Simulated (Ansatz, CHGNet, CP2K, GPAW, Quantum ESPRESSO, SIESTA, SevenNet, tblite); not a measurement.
**Other levels on H-capped Ge nanowire along [111] (48 atoms)**

The cell holds 48 atoms: 22 Ge and 26 H. Its edges and angles: a = 15.499 Å, b = 18.815 Å, c = 9.800 Å, α = 90.0°, β = 90.0°, γ = 90.0°. It derives from Ge (diamond-structure). Square section of size parameter 3.53 Å cut from diamond-structure Ge (a = 5.658 Å) along [111], 1 period, broken bonds capped with H, 9 Å of vacuum. Then every atom was moved at random, 0.02 Å r.m.s. a Cartesian component (hydrogen 0.6 of that). Regions: wire, 22 atoms (22 Ge); hydrogen, 26 atoms (26 H). Vacuum lies along a and b. The structure repeats along c.

Geometry: as built.

The reference, a calculation:

```
method                                           : Kohn-Sham DFT, PBE, SSSP efficiency 1.3.0 pseudopotentials, plane waves (Quantum ESPRESSO 7.5); sssp-pbe-1.3.0-efficiency, cutoffs 45/360 Ry, Γ point
r.m.s. force component                           : 0.4353 eV/Å
longest force                                    : 1.657 eV/Å
gap (highest filled to lowest empty level) : 2.859 eV
time                                             : 2.5 min on 4 MPI ranks of Arm Neoverse V2, shared host
CPU time                                         : 9.9 min
```

Q: Estimate the differences from the reference, the CPU time and the memory of each run.
- CP2K GFN1-xTB, OT DIIS (CP2K 2026.2; 1 thread)
- SIESTA PBE, SZ, shift 0.02 Ry, mesh 300 Ry (SIESTA 5.4.2; 1 thread)
- SIESTA PBE, DZ, shift 0.01 Ry, mesh 300 Ry (SIESTA 5.4.2; 1 thread)
- SevenNet 0 potential (SevenNet 0; 1 thread)
- SevenNet l3i5 potential (SevenNet l3i5; 1 thread)
- tblite GFN2-xTB (tblite 0.8.0; 1 thread)
- CP2K PBE, DZVP-MOLOPT (SR for Ge), 450/50 Ry, OT DIIS (CP2K 2026.2; 2 threads)
- CP2K PBE, DZVP-MOLOPT-SR, 450/70 Ry, OT DIIS (CP2K 2026.2; 2 threads)
- GPAW PBE, LCAO szp(dzp), h 0.2 Å (GPAW 26.7.0; 1 thread)
- SIESTA PBE, DZP, shift 0.01 Ry, mesh 300 Ry (SIESTA 5.4.2; 1 thread)

Differences are against the plane-wave reference, forces as r.m.s. over components; share is that over the reference's r.m.s. force, slope the least-squares factor from reference forces to these. Total energies of different programs have different zeros and aren't compared.

| run | Δ force, r.m.s. (meV/Å) | share (%) | slope | Δ gap (eV) | cores | CPU time | memory (GiB) |
| --- | --- | --- | --- | --- | --- | --- | --- |
| reference | - | - | - | - | 4 | 9.9 min | 5.3 |
| CP2K GFN1-xTB, OT DIIS | 317 | 72.8 | 0.759 | - | 1 | 2 s | 0.28 |
| SIESTA PBE, SZ, shift 0.02 Ry, mesh 300 Ry (coarse) | 772 | 177 | 1.948 | 0.424 | 1 | 28 s | 0.59 |
| SIESTA PBE, DZ, shift 0.01 Ry, mesh 300 Ry (coarse) | 83.1 | 19.1 | 1.117 | 0.254 | 1 | 44 s | 0.68 |
| SevenNet 0 potential | 178 | 40.9 | 0.723 | - | 1 | 6.4 s | 0.63 |
| SevenNet l3i5 potential | 185 | 42.5 | 0.751 | - | 1 | 7.4 s | 0.8 |
| tblite GFN2-xTB | 235 | 53.9 | 0.856 | - | 1 | 1.3 s | 0.17 |
| CP2K PBE, DZVP-MOLOPT (SR for Ge), 450/50 Ry, OT DIIS | 23.0 | 5.28 | 1.002 | 0.0686 | 2 | 7.1 min | 2.2 |
| CP2K PBE, DZVP-MOLOPT-SR, 450/70 Ry, OT DIIS | 102 | 23.5 | 0.934 | 0.102 | 2 | 3.9 min | 2.2 |
| GPAW PBE, LCAO szp(dzp), h 0.2 Å (coarse) | 518 | 119 | 1.542 | 0.167 | 1 | 33 s | 1.2 |
| SIESTA PBE, DZP, shift 0.01 Ry, mesh 300 Ry | 80.8 | 18.6 | 0.971 | 0.136 | 1 | 75 s | 0.89 |

Rows marked coarse were listed beforehand as settings not expected to be converged; some can still land near the reference.

Times of the machine-learned potentials are mostly Python's start and the loading of weights.

CPU time is summed over cores on a shared host, where runs went side by side, so it is rough. Symmetry, cutoffs, thresholds, outputs and thread counts weren't matched or tuned between programs; memory under MPI is the largest rank's times the ranks.

The PBE runs in local orbitals, coarse settings apart, differ by 5.3 % (CP2K PBE, DZVP-MOLOPT (SR for Ge), 450/50 Ry, OT DIIS) to 23 % (CP2K PBE, DZVP-MOLOPT-SR, 450/70 Ry, OT DIIS); basis, grid and potentials can all enter. Tight binding differs by 54 % (tblite GFN2-xTB) to 73 % (CP2K GFN1-xTB, OT DIIS); it is another model, with fitted parameters of its own, and the xTB methods hold dispersion. Machine-learned potentials differ by 41 % (SevenNet 0 potential) to 42 % (SevenNet l3i5 potential); they were trained on other programs' data. Among those trained on PBE data the slope goes as low as 0.72. Runs with settings chosen to be coarse differ by 19 % (SIESTA PBE, DZ, shift 0.01 Ry, mesh 300 Ry) to 177 % (SIESTA PBE, SZ, shift 0.02 Ry, mesh 300 Ry), their programs' other errors included. Periodic xTB results under one method name differ between programs and library versions. Machine-learned potentials mimic data converged in k, so the reference's own k-point error enters their differences. The electronic-structure runs sample only Γ, in a cell whose periodic width is 10 Å.

[Logs are printed without paths, hosts, clocks, repeated set-up lines and the standing remarks that a program may print on its own settings, such as how far it seeks lower states.]

[Hosts, paths, dates, database ids (printed as entryN), source tags and the programs' standing remarks are cut or masked in the printed files.]
